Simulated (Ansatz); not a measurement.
# NaRh, from a guessed structure to a relaxed one

This structure for NaRh is made up. Its elements were placed in a known structure type with a cell scaled to their sizes. What cell does the guess relax to, and how far off was it?

Calculated with Ansatz 0.2.0; DFT, PBE, plane-wave PAW, files of the set soft_1, scalar-relativistic, no spin, cell and ions relaxed at zero pressure; PAW set soft_1, in the first sound run; inputs show where later runs differ.

**1. Set-up**

Symmetry: P-6m2, No. 187, hexagonal system. Conventional cell: a = 3.069 Å, b = 3.069 Å, c = 4.932 Å, α = 90.00°, β = 90.00°, γ = 120.00°. Nearest to Rh lie 6 Na at 3.04 Å and 6 Rh at 3.07 Å. Nearest to Na lie 6 Rh at 3.04 Å and 6 Na at 3.07 Å. Farther neighbours are not listed.

**2. Relaxation of the guess**

The guess takes its coordinates from another compound and its volume from a rule, so the cell and any free coordinates are relaxed together.

Input file input.yaml:

```yaml
crystal:
  lattice:
    - [3.069, 0.0, 0.0]
    - [-1.5345, 2.657831964, 0.0]
    - [0.0, 0.0, 4.932]
  atoms:
    - { symbol: Rh, position: [0.666666667, 0.333333333, 0.0] }
    - { symbol: Na, position: [0.0, 0.0, 0.5] }
kpoints:
  mp_grid: { grid: [10, 10, 6] }
scf:
  occupations: { method: fermi_dirac, width: 0.05 }
hamiltonian:
  xc: pbe
  pseudopotentials: { kind: paw, azcp: { folder: soft_1 } }
relax:
  f_tol: 0.015
  max_steps: 70
  cell: {}
output:
  forces: true
  stress: true
```

Run with:

```
$ ansatz run input.yaml --threads 4 --pin off --max-ram 8192MiB --backend cpu --events-out ev --progress --plain --runs-dir out
```

Numbers of over 12 decimals in the logs are rounded to 6 here.

The program printed:

```text
Engine: ansatz 0.2.0, aarch64-unknown-linux-gnu
Pseudopotentials: kind: paw
Pseudopotential: Rh, paw, valence charge 17, recommended cutoff 420 eV (normal), soft_1/Rh.paw.azcp
Pseudopotential: Na, paw, valence charge 9, recommended cutoff 420 eV (normal), soft_1/Na.paw.azcp
Functional definition: PBE
  parameter kappa = 0.804
  parameter beta = 0.066725
  exchange = pbe_x(kappa = kappa, mu = beta*pi^2/3)
  correlation = pbe_c(beta = beta)
Crystal: 2 atoms, lattice volume = 40.230 Å³
Basis set: ecut = 420 eV, 785 PW (Γ), exchange–correlation on 48×48×72 points (8 copies of the dense FFT grid, shifted against one another)
Bands: 17, of which v1, the nominal top of the filled ones, is band 13 counted from 1 (12 counted from 0)
Symmetry: 12 space group operations
Space group: P-6m2 (ITA 187), of the structure as read, at distance tolerance 3.4e-5 Å
k-points: 56 of 600 (time reversal used)
Non-local potential: Rh, projectors of the file, l = 0: 3, l = 1: 2, l = 2: 2, l = 3: 1
Non-local potential: Na, projectors of the file, l = 0: 3, l = 1: 2, l = 2: 1
PAW form: soft (Blöchl's): semilocal exchange-correlation on the pseudo side does not see the compensation charge
PAW one-centre angular grid: Rh, 590 points (default); XC on 64 Gauss nodes
PAW one-centre angular grid: Na, 110 points (default); XC on 64 Gauss nodes
Initial density: superposition of atomic densities (chi_scale 0.1, normalization cell, long waves kept (reshape's long-wave potential 0.01 eV rms))
Initial wavefunctions: pseudopotential atomic-orbital guess
Functional: x = pbe(κ = 0.804, μ = 0.219515), c = pbe(β = 0.066725)
SCF iter   1: F=—  HF=-7891.931542 eV  |F-HF|=—  |Δ(HF+E_count)|=         —  Δρ=1.81e-1  dr2=2.33e1  ethr=3.10e-3  ⟨swp⟩=5.2  Hψ=4279  notcnv=0
preconditioner: auto → none  [metal: Δε(μ)=0.017 eV  Ē_g=5.247 eV  σ=0.050 eV  W_gap=0.09  n_scr=8 (ndim 8)  ℏωp=18.5 eV  f_vac=0.000  D(μ)=3.53/eV (n_scr^D=36)  sad-step TF]
SCF iter   2: F=—  HF=-7890.179174 eV  |F-HF|=—  |Δ(HF+E_count)|=    1.75e0  Δρ=1.20e-1  dr2=1.18e1  ethr=3.10e-3  ⟨swp⟩=2.0  Hψ=2072  notcnv=0
SCF iter   3: F=—  HF=-7888.417307 eV  |F-HF|=—  |Δ(HF+E_count)|=    1.76e0  Δρ=2.53e-2  dr2=4.45e-1  ethr=3.10e-3  ⟨swp⟩=3.2  Hψ=1637  notcnv=0
SCF iter   4: F=—  HF=-7888.347826 eV  |F-HF|=—  |Δ(HF+E_count)|=   6.95e-2  Δρ=1.09e-2  dr2=2.80e-2  ethr=1.71e-3  ⟨swp⟩=2.1  Hψ=1608  notcnv=0
SCF iter   5: F=—  HF=-7888.342072 eV  |F-HF|=—  |Δ(HF+E_count)|=   5.75e-3  Δρ=3.76e-3  dr2=3.00e-3  ethr=1.08e-4  ⟨swp⟩=3.0  Hψ=1802  notcnv=0
SCF iter   6: F=—  HF=-7888.342082 eV  |F-HF|=—  |Δ(HF+E_count)|=   9.90e-6  Δρ=7.37e-4  dr2=1.41e-4  ethr=1.15e-5  ⟨swp⟩=2.0  Hψ=1119  notcnv=0
SCF iter   7: F=—  HF=-7888.342066 eV  |F-HF|=—  |Δ(HF+E_count)|=   1.53e-5  Δρ=1.04e-4  dr2=5.87e-6  ethr=5.44e-7  ⟨swp⟩=2.6  Hψ=1528  notcnv=0
SCF iter   8: F=—  HF=-7888.342052 eV  |F-HF|=—  |Δ(HF+E_count)|=   1.42e-5  Δρ=1.83e-5  dr2=6.53e-8  ethr=3.85e-10  ⟨swp⟩=3.9  Hψ=3961  notcnv=0
SCF iter   9: F=-7888.342052 eV  HF=-7888.342052 eV  |F-HF|=3.23e-9  |Δ(HF+E_count)|=   5.40e-8  Δρ=4.72e-6  dr2=6.12e-9  ethr=2.51e-10  ⟨swp⟩=1.8  Hψ=3129  notcnv=0
SCF 1 converged in 9 iterations: F = -7888.342052 eV  dr2 = 6.12e-9
  greatest PAW one-centre occupation: 1.000 electrons in one spin orbital (limit 2), on the Rh atom at site 0 (counted from 0), in its partial waves of l = 0
relax step   1: F+E_penalty+E_count = -7888.34205217 eV  Δ(F+E_penalty+E_count) = +0.000e0 eV  max|allowed force component| = 2.349e-18 eV/Å  Δτ_max = 0.0000 Å  P = -9.167 GPa  Ω = 40.230 Å³  (9 SCF iters, dr2 threshold 1.00e-7 eV, accepted)
Crystal: 2 atoms, lattice volume = 36.359 Å³
Basis set: ecut = 420 eV, 713 PW (Γ), exchange–correlation on 48×48×72 points (8 copies of the dense FFT grid, shifted against one another)
Initial density: handed on by an earlier stage of this run
Initial wavefunctions: those handed on with the density
iter 1 solved again at ethr=7.62e-4 eV; its pass at ethr=3.10e-3 eV (dr2=1.98e-1 eV) is discarded
SCF iter   1: F=—  HF=-7888.650641 eV  |F-HF|=—  |Δ(HF+E_count)|=         —  Δρ=1.76e-2  dr2=1.95e-1  ethr=7.62e-4  ⟨swp⟩=1.0  Hψ=5626  notcnv=0
preconditioner: auto → Kerker (q_TF=auto, 2.580 Å⁻¹)  [metal: Δε(μ)=0.021 eV  Ē_g=15.233 eV  σ=0.050 eV  W_gap=0.11  n_scr=10 (ndim 8)  ℏωp=24.6 eV  f_vac=0.000  D(μ)=4.09/eV (n_scr^D=54)]
SCF iter   2: F=—  HF=-7888.627140 eV  |F-HF|=—  |Δ(HF+E_count)|=   2.35e-2  Δρ=8.72e-3  dr2=5.90e-2  ethr=7.50e-4  ⟨swp⟩=2.0  Hψ=1109  notcnv=0
SCF iter   3: F=—  HF=-7888.617900 eV  |F-HF|=—  |Δ(HF+E_count)|=   9.24e-3  Δρ=1.83e-3  dr2=4.76e-3  ethr=2.27e-4  ⟨swp⟩=2.0  Hψ=1208  notcnv=0
SCF iter   4: F=—  HF=-7888.616813 eV  |F-HF|=—  |Δ(HF+E_count)|=   1.09e-3  Δρ=7.64e-4  dr2=4.89e-4  ethr=1.83e-5  ⟨swp⟩=1.3  Hψ=1102  notcnv=0
SCF iter   5: F=—  HF=-7888.616680 eV  |F-HF|=—  |Δ(HF+E_count)|=   1.33e-4  Δρ=3.46e-4  dr2=4.26e-5  ethr=1.88e-6  ⟨swp⟩=2.3  Hψ=1594  notcnv=0
SCF iter   6: F=—  HF=-7888.616646 eV  |F-HF|=—  |Δ(HF+E_count)|=   3.41e-5  Δρ=9.68e-5  dr2=3.52e-6  ethr=1.64e-7  ⟨swp⟩=2.0  Hψ=1379  notcnv=0
SCF iter   7: F=—  HF=-7888.616648 eV  |F-HF|=—  |Δ(HF+E_count)|=   1.88e-6  Δρ=3.36e-5  dr2=2.66e-7  ethr=1.35e-8  ⟨swp⟩=2.0  Hψ=1191  notcnv=0
SCF iter   8: F=-7888.616648 eV  HF=-7888.616648 eV  |F-HF|=2.85e-8  |Δ(HF+E_count)|=   1.43e-7  Δρ=1.93e-5  dr2=7.16e-8  ethr=7.69e-10  ⟨swp⟩=4.0  Hψ=3334  notcnv=0
SCF 2 converged in 8 iterations: F = -7888.616648 eV  dr2 = 7.16e-8
relax step   2: F+E_penalty+E_count = -7888.61664819 eV  Δ(F+E_penalty+E_count) = -2.746e-1 eV  max|allowed force component| = 1.330e-17 eV/Å  Δτ_max = 0.0000 Å  P = -5.981 GPa  Ω = 36.359 Å³  energy of the carried Pulay correction = +8.166e-4 eV  (8 SCF iters, dr2 threshold 2.00e-7 eV, accepted)
Crystal: 2 atoms, lattice volume = 33.031 Å³
Basis set: ecut = 420 eV, 665 PW (Γ), exchange–correlation on 48×48×72 points (8 copies of the dense FFT grid, shifted against one another)
iter 1 solved again at ethr=6.26e-4 eV; its pass at ethr=3.10e-3 eV (dr2=1.63e-1 eV) is discarded
SCF iter   1: F=—  HF=-7888.762240 eV  |F-HF|=—  |Δ(HF+E_count)|=         —  Δρ=1.67e-2  dr2=1.62e-1  ethr=6.26e-4  ⟨swp⟩=1.0  Hψ=6241  notcnv=0
preconditioner: auto → Kerker (q_TF=auto, 2.622 Å⁻¹)  [metal: Δε(μ)=0.001 eV  Ē_g=15.815 eV  σ=0.050 eV  W_gap=0.01  n_scr=10 (ndim 8)  ℏωp=25.8 eV  f_vac=0.000  D(μ)=3.79/eV (n_scr^D=42)]
SCF iter   2: F=—  HF=-7888.736126 eV  |F-HF|=—  |Δ(HF+E_count)|=   2.61e-2  Δρ=5.78e-3  dr2=9.71e-3  ethr=6.22e-4  ⟨swp⟩=2.2  Hψ=1358  notcnv=0
SCF iter   3: F=—  HF=-7888.735058 eV  |F-HF|=—  |Δ(HF+E_count)|=   1.07e-3  Δρ=2.88e-3  dr2=3.98e-3  ethr=3.73e-5  ⟨swp⟩=1.0  Hψ=1058  notcnv=0
SCF iter   4: F=—  HF=-7888.734264 eV  |F-HF|=—  |Δ(HF+E_count)|=   7.94e-4  Δρ=6.71e-4  dr2=2.63e-4  ethr=1.53e-5  ⟨swp⟩=1.1  Hψ=956  notcnv=0
SCF iter   5: F=—  HF=-7888.734176 eV  |F-HF|=—  |Δ(HF+E_count)|=   8.76e-5  Δρ=3.16e-4  dr2=6.02e-5  ethr=1.01e-6  ⟨swp⟩=2.2  Hψ=1284  notcnv=0
SCF iter   6: F=—  HF=-7888.734159 eV  |F-HF|=—  |Δ(HF+E_count)|=   1.78e-5  Δρ=1.01e-4  dr2=2.13e-6  ethr=2.32e-7  ⟨swp⟩=1.6  Hψ=1020  notcnv=0
SCF iter   7: F=—  HF=-7888.734159 eV  |F-HF|=—  |Δ(HF+E_count)|=   9.56e-8  Δρ=4.74e-5  dr2=8.19e-7  ethr=8.21e-9  ⟨swp⟩=2.0  Hψ=1677  notcnv=0
SCF iter   8: F=-7888.734159 eV  HF=-7888.734159 eV  |F-HF|=2.73e-8  |Δ(HF+E_count)|=   8.09e-9  Δρ=1.52e-5  dr2=6.12e-8  ethr=7.69e-10  ⟨swp⟩=2.7  Hψ=3666  notcnv=0
SCF 3 converged in 8 iterations: F = -7888.734159 eV  dr2 = 6.12e-8
relax step   3: F+E_penalty+E_count = -7888.73415864 eV  Δ(F+E_penalty+E_count) = -1.175e-1 eV  max|allowed force component| = 6.361e-18 eV/Å  Δτ_max = 0.0000 Å  P = +0.549 GPa  Ω = 33.031 Å³  energy of the carried Pulay correction = +1.610e-3 eV  (8 SCF iters, dr2 threshold 2.00e-7 eV, accepted)
Crystal: 2 atoms, lattice volume = 33.349 Å³
iter 1 solved again at ethr=3.87e-6 eV; its pass at ethr=3.10e-3 eV (dr2=1.01e-3 eV) is discarded
SCF iter   1: F=—  HF=-7888.734949 eV  |F-HF|=—  |Δ(HF+E_count)|=         —  Δρ=1.36e-3  dr2=1.11e-3  ethr=3.87e-6  ⟨swp⟩=1.5  Hψ=5426  notcnv=0
preconditioner: auto → none  [metal: Δε(μ)=0.002 eV  Ē_g=15.748 eV  σ=0.050 eV  W_gap=0.01  n_scr=4 (ndim 8)  ℏωp=25.7 eV  f_vac=0.000  D(μ)=3.78/eV (n_scr^D=36)]
SCF iter   2: F=—  HF=-7888.734778 eV  |F-HF|=—  |Δ(HF+E_count)|=   1.71e-4  Δρ=4.51e-4  dr2=1.52e-4  ethr=3.87e-6  ⟨swp⟩=1.0  Hψ=952  notcnv=0
SCF iter   3: F=—  HF=-7888.734746 eV  |F-HF|=—  |Δ(HF+E_count)|=   3.26e-5  Δρ=1.31e-4  dr2=6.66e-6  ethr=5.86e-7  ⟨swp⟩=1.3  Hψ=968  notcnv=0
SCF iter   4: F=—  HF=-7888.734745 eV  |F-HF|=—  |Δ(HF+E_count)|=   1.10e-6  Δρ=3.32e-5  dr2=2.41e-7  ethr=2.56e-8  ⟨swp⟩=1.7  Hψ=1113  notcnv=0
iter 5 did not close the SCF: its close was put off for the readings that it lacked (scf_convergence_deferred on its scf_iter line)
SCF iter   5: F=-7888.734745 eV  HF=-7888.734745 eV  |F-HF|=3.01e-9  |Δ(HF+E_count)|=   8.37e-9  Δρ=1.43e-5  dr2=3.15e-8  ethr=9.27e-10  ⟨swp⟩=2.3  Hψ=1391  notcnv=0
SCF iter   6: F=-7888.734745 eV  HF=-7888.734745 eV  |F-HF|=3.38e-10  |Δ(HF+E_count)|=   7.43e-9  Δρ=2.97e-6  dr2=1.37e-9  ethr=1.21e-10  ⟨swp⟩=2.2  Hψ=3042  notcnv=0
SCF 4 converged in 6 iterations: F = -7888.734745 eV  dr2 = 1.37e-9
relax step   4: F+E_penalty+E_count = -7888.73474472 eV  Δ(F+E_penalty+E_count) = -5.861e-4 eV  max|allowed force component| = 1.272e-17 eV/Å  Δτ_max = 0.0000 Å  P = -0.166 GPa  Ω = 33.349 Å³  energy of the carried Pulay correction = +1.556e-3 eV  (6 SCF iters, dr2 threshold 2.00e-7 eV, accepted)
Crystal: 2 atoms, lattice volume = 33.275 Å³
iter 1 solved again at ethr=2.06e-7 eV; its pass at ethr=3.10e-3 eV (dr2=5.36e-5 eV) is discarded
SCF iter   1: F=—  HF=-7888.734823 eV  |F-HF|=—  |Δ(HF+E_count)|=         —  Δρ=3.23e-4  dr2=6.42e-5  ethr=2.06e-7  ⟨swp⟩=2.1  Hψ=5215  notcnv=0
preconditioner: auto → none  [metal: Δε(μ)=0.001 eV  Ē_g=15.765 eV  σ=0.050 eV  W_gap=0.01  n_scr=4 (ndim 8)  ℏωp=25.7 eV  f_vac=0.000  D(μ)=3.79/eV (n_scr^D=42)]
SCF iter   2: F=—  HF=-7888.734809 eV  |F-HF|=—  |Δ(HF+E_count)|=   1.37e-5  Δρ=1.07e-4  dr2=8.70e-6  ethr=2.06e-7  ⟨swp⟩=1.1  Hψ=957  notcnv=0
SCF iter   3: F=—  HF=-7888.734808 eV  |F-HF|=—  |Δ(HF+E_count)|=   1.85e-6  Δρ=3.81e-5  dr2=6.38e-7  ethr=3.35e-8  ⟨swp⟩=1.1  Hψ=958  notcnv=0
iter 4 did not close the SCF: its close was put off for the readings that it lacked (scf_convergence_deferred on its scf_iter line)
SCF iter   4: F=-7888.734807 eV  HF=-7888.734807 eV  |F-HF|=2.37e-9  |Δ(HF+E_count)|=   1.25e-7  Δρ=5.56e-6  dr2=6.86e-9  ethr=2.45e-9  ⟨swp⟩=2.3  Hψ=1372  notcnv=0
iter 5 did not close the SCF: its close was put off for the readings that it lacked (scf_convergence_deferred on its scf_iter line)
SCF iter   5: F=-7888.734807 eV  HF=-7888.734807 eV  |F-HF|=4.65e-10  |Δ(HF+E_count)|=   2.67e-9  Δρ=2.39e-6  dr2=9.36e-10  ethr=2.64e-11  ⟨swp⟩=2.3  Hψ=1624  notcnv=0
SCF iter   6: F=-7888.734807 eV  HF=-7888.734807 eV  |F-HF|=2.27e-11  |Δ(HF+E_count)|=  7.55e-11  Δρ=4.14e-7  dr2=4.70e-11  ethr=3.60e-12  ⟨swp⟩=1.1  Hψ=2780  notcnv=0
SCF 5 converged in 6 iterations: F = -7888.734807 eV  dr2 = 4.70e-11
relax step   5: F+E_penalty+E_count = -7888.73480745 eV  Δ(F+E_penalty+E_count) = -6.273e-5 eV  max|allowed force component| = 2.602e-17 eV/Å  Δτ_max = 0.0000 Å  P = +0.003 GPa  Ω = 33.275 Å³  energy of the carried Pulay correction = +1.569e-3 eV  (6 SCF iters, dr2 threshold 1.66e-7 eV, accepted)
Basis set: ecut = 420 eV, 665 PW (Γ), exchange–correlation on 40×40×72 points (8 copies of the dense FFT grid, shifted against one another)
Initial wavefunctions: pseudopotential atomic-orbital guess (no wavefunctions were taken with the density)
iter 1 solved again at ethr=5.52e-8 eV; its pass at ethr=3.10e-3 eV (dr2=1.43e-5 eV) is discarded
SCF iter   1: F=—  HF=-7888.733489 eV  |F-HF|=—  |Δ(HF+E_count)|=         —  Δρ=3.34e-4  dr2=5.71e-6  ethr=5.52e-8  ⟨swp⟩=3.6  Hψ=7064  notcnv=0
preconditioner: auto → none  [metal: Δε(μ)=0.001 eV  Ē_g=15.764 eV  σ=0.050 eV  W_gap=0.01  n_scr=4 (ndim 8)  ℏωp=25.7 eV  f_vac=0.000  D(μ)=3.79/eV (n_scr^D=42)]
SCF iter   2: F=—  HF=-7888.733495 eV  |F-HF|=—  |Δ(HF+E_count)|=   6.03e-6  Δρ=1.53e-4  dr2=1.14e-6  ethr=2.19e-8  ⟨swp⟩=2.3  Hψ=1608  notcnv=0
SCF iter   3: F=—  HF=-7888.733498 eV  |F-HF|=—  |Δ(HF+E_count)|=   2.62e-6  Δρ=4.69e-5  dr2=1.90e-7  ethr=4.38e-9  ⟨swp⟩=2.0  Hψ=1196  notcnv=0
SCF iter   4: F=—  HF=-7888.733498 eV  |F-HF|=—  |Δ(HF+E_count)|=   1.59e-7  Δρ=9.39e-6  dr2=6.50e-9  ethr=7.29e-10  ⟨swp⟩=2.1  Hψ=1530  notcnv=0
SCF iter   5: F=—  HF=-7888.733498 eV  |F-HF|=—  |Δ(HF+E_count)|=   1.29e-8  Δρ=2.30e-6  dr2=5.59e-10  ethr=2.50e-11  ⟨swp⟩=2.2  Hψ=1442  notcnv=0
SCF iter   6: F=—  HF=-7888.733498 eV  |F-HF|=—  |Δ(HF+E_count)|=  5.78e-10  Δρ=3.82e-7  dr2=5.27e-11  ethr=2.15e-12  ⟨swp⟩=2.8  Hψ=1692  notcnv=0
SCF iter   7: F=-7888.733498 eV  HF=-7888.733498 eV  |F-HF|=2.73e-12  |Δ(HF+E_count)|=  4.55e-12  Δρ=3.10e-8  dr2=2.70e-13  ethr=1.00e-12  ⟨swp⟩=5.3  Hψ=3718  notcnv=0
SCF 6 converged in 7 iterations: F = -7888.733498 eV  dr2 = 2.70e-13
relax step   6: F+E_penalty+E_count = -7888.73349785 eV  Δ(F+E_penalty+E_count) = +1.310e-3 eV  max|allowed force component| = 2.718e-17 eV/Å  Δτ_max = 0.0000 Å  P = -0.005 GPa  Ω = 33.275 Å³  stress off target by 1.02e-2 GPa  SCF on the basis re-selected at this cell (its energy is not comparable with the rows above)  (7 SCF iters)
basis re-selected at this cell: Δ(F+E_penalty+E_count) = +1.310e-3 eV, ΔP = -0.008 GPa vs the last step (what re-selecting the basis moved, of the pressure what is left beyond the Pulay correction that the steps carried, after the strain that the cell walked since its last selection, with what the two solves' SCF thresholds leave and, on support functions, any second-order correction that the steps lacked; it is no measure of the basis error at this ecutwfc). The dense FFT grid was sized anew with the basis: this SCF ran on 20×20×36 points, the steps before it on 24×24×36, so part of this shift can come from that change (see relax.cell in the input reference). [rest of the remark cut]
SCF converged after 7 iterations
Free energy (F): -7888.733498 eV
Harris-Foulkes:  -7888.733498 eV  (|F-HF|=2.73e-12)
Internal energy: -7888.704919 eV  (E = F + TS)
E sigma→0 (E₀):  -7888.719208 eV
Entropy (-TS):   -0.028579 eV (-14.290 meV/atom)
Fermi energy:    11.589855 eV
--- Per-component energies (eV) ---
  E_band       = -397.452450
  E_kinetic    = 650.643650
  E_local      = -3376.227942  (includes V_loc(G=0)·N_el)
  E_nonlocal   = 579.050642
  E_hartree    = 1218.835258
  E_xc         = -238.125740
  E_vxc        = -299.808601  (∫ρ·V_xc dr)
  E_paw        = -3897.420801  (= ΣΔE_a)
  E_vpaw       = -388.780809  (= ΣTr[D̂ρ^β])
  E_aug_tail   = 0.000110  (compensation charges beyond the density's cutoff)
  E_ewald      = -2825.460095
  E_smearing   = -0.028579  (= −TS)
  E_closure    = 0.000000  (closes the sum)
  Σ components = -7888.733498   (vs F -7888.733498, Δ=0.00e0)
--- Forces (eV/Å), atoms counted from 1 ---
  atom   1  Rh    -0.00000000     0.00000000     0.00000000
  atom   2  Na     0.00000000    -0.00000000     0.00000000
  max |Σ_I F_I| component: 2.43e-17 eV/Å
--- Stress (GPa, compression-positive) ---
       -0.010194       0.000000       0.000000
       -0.000000      -0.010194      -0.000000
        0.000000      -0.000000       0.004965
  P = ⅓ Tr σ = -0.0051 GPa (-0.051 kbar)
--- Relaxed structure (5 steps of the walk, 5 accepted, 1 SCFs on fresh bases) ---
  F+E_penalty+E_count = -7888.73349785 eV   max|allowed force component| = 2.718e-17 eV/Å   (the final SCF, on the basis selected at the relaxed cell)
  cell:  # Å, volume = 33.2750 Å³
    - [2.769017, 0, 0]
    - [-1.384509, 2.398039, -4.0179708304530284e-18]
    - [0, -7.455938676112217e-18, 5.011141]
  atoms:
    - { symbol: Rh, position: [0.666667, 0.333333, 0] }
    - { symbol: Na, position: [-2.7755575615628914e-17, 1.8503717085702404e-17, 0.5] }
```

The job ended after 4.7 s (4 threads of Arm Neoverse V2, shared host; peak memory 0.34 GiB).

Step by step:

| step | energy less that of the first step (eV) | largest force component (eV/Å) | pressure (GPa) | volume (Å³) |
| --- | --- | --- | --- | --- |
| 1 | 0.0000 | 0.0000 | -9.17 | 40.23 |
| 2 | -0.2746 | 0.0000 | -5.98 | 36.36 |
| 3 | -0.3921 | 0.0000 | 0.55 | 33.03 |
| 4 | -0.3927 | 0.0000 | -0.17 | 33.35 |
| 5 | -0.3928 | 0.0000 | 0.00 | 33.28 |
| 6* | -0.3914 | 0.0000 | -0.01 | 33.28 |

Relaxation steps marked * repeat the geometry before them on a plane-wave basis chosen anew for their cell, so energy and pressure can jump there.

Forces are held to the 12 operations that the run works with; a distortion that breaks them can't arise in this run.

```
conventional cell, symmetrised  before  after   change
                         a (Å)   3.069  2.769   -9.8 %
                         b (Å)   3.069  2.769   -9.8 %
                         c (Å)   4.932  5.011   +1.6 %
              volume (Å³/atom)   20.11  16.64  -17.3 %
```

Final coordinates:

```cif
data_structure
_symmetry_space_group_name_H-M 'P 1'
_symmetry_Int_Tables_number 1
_cell_length_a 2.7690
_cell_length_b 2.7690
_cell_length_c 5.0111
_cell_angle_alpha 90.000
_cell_angle_beta 90.000
_cell_angle_gamma 120.000
_cell_volume 33.28
loop_
_atom_site_label
_atom_site_type_symbol
_atom_site_fract_x
_atom_site_fract_y
_atom_site_fract_z
_atom_site_occupancy
Rh1 Rh 0.66667 0.33333 0.00000 1
Na2 Na 0.00000 0.00000 0.50000 1
```

This step gave:

```
free energy             : -7888.7335 eV
energy at zero smearing : -7888.7192 eV
smearing term TS        : 0.02858 eV
Fermi energy            : 11.59 eV
electrons               : 26
symmetry operations     : 12
pressure                : -0.005141 GPa
```

The shortest distance of each pair, which need not be the same contact before and after:

| pair | guess (Å) | relaxed (Å) |
| --- | --- | --- |
| Rh–Rh | 3.069 | 2.769 |
| Na–Na | 3.069 | 2.769 |
| Na–Rh | 3.037 | 2.972 |

The relaxation ends with a pressure of -0.01 GPa.

(Continued in part 2 of 2.)

[Logs are printed without paths, hosts, clocks, repeated set-up lines and the standing remarks that a program may print on its own settings, such as how far it seeks lower states.]

[Hosts, paths, dates, database ids (printed as entryN), source tags and the programs' standing remarks are cut or masked in the printed files.]
